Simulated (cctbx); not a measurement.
# Er6Mn8Ni15: precision against data quality

Space group Fm-3m (no. 225), a = 11.9950 Å, b = 11.9950 Å, c = 11.9950 Å, α = 90.00°, β = 90.00°, γ = 90.00°.

| atom | mult. | x | y | z | Ueq (Å²) |
| --- | --- | --- | --- | --- | --- |
| Er1 | 24 | 0 | 0 | 0.7969 | 0.0089 |
| Ni1 | 24 | 1/4 | 1/4 | 0 | 0.0083 |
| Ni2 | 4 | 1/2 | 0 | 0 | 0.0076 |
| Ni3 | 32 | 0.1744 | 0.1744 | 0.8256 | 0.0073 |
| Mn1 | 32 | 0.8776 | 0.8776 | 0.6224 | 0.0116 |

The model was made for the exercise: a known structure type with other elements put in, its volume estimated, not relaxed; displacement parameters are assumed.

Five simulated data sets (cctbx; Ag Kα, λ = 0.56087 Å; 2 % proportional error) differ in resolution or exposure (noise floor 4 counts in the first three, 8 in the last two). Each is refined with the right model, isotropic at 1.1 Å and anisotropic otherwise. How do the figures of merit and the uncertainties move?

| d min (Å) | top counts | ⟨I/σ⟩ (unmerged, absences included) | unique | param. (scale apart) | Rint | R1 | GooF | largest s.u. xyz (fractional) | s.u. U of Mn1 (Å²) | largest error (Å) |
| --- | --- | --- | --- | --- | --- | --- | --- | --- | --- | --- |
| 1.1 | 20000 | 5.5 | 55 | 8 | 0.024 | 0.0096 | 3.30 | 0.00012 | 0.0008 | 0.0021 |
| 0.84 | 20000 | 4.9 | 108 | 13 | 0.026 | 0.0034 | 0.88 | 0.00002 | 0.0001 | 0.0000 |
| 0.6 | 20000 | 3.7 | 258 | 13 | 0.032 | 0.0043 | 0.92 | 0.00001 | 0.0000 | 0.0002 |
| 0.75 | 300 | 0.3 | 143 | 13 | 0.439 | 0.0417 | 0.89 | 0.00032 | 0.0015 | 0.0050 |
| 0.75 | 3000 | 1.7 | 143 | 13 | 0.080 | 0.0131 | 0.90 | 0.00005 | 0.0002 | 0.0010 |

GooF reaches 3.3 where the model lacks something that the data hold (anisotropy at the isotropic level, for one). The s.u. of U for Mn1 goes 0.0008, 0.0001, 0.0000 Å² with resolution and 0.0015, 0.0002 Å² with exposure.

The 1.1 Å row also differs in its displacement model, so it isn't a clean test of resolution.

Hardware for the 0.6 Å refinement: 0.63 s on 1 thread of Arm Neoverse N1, with other jobs on the host, peak memory 0.1 GiB.
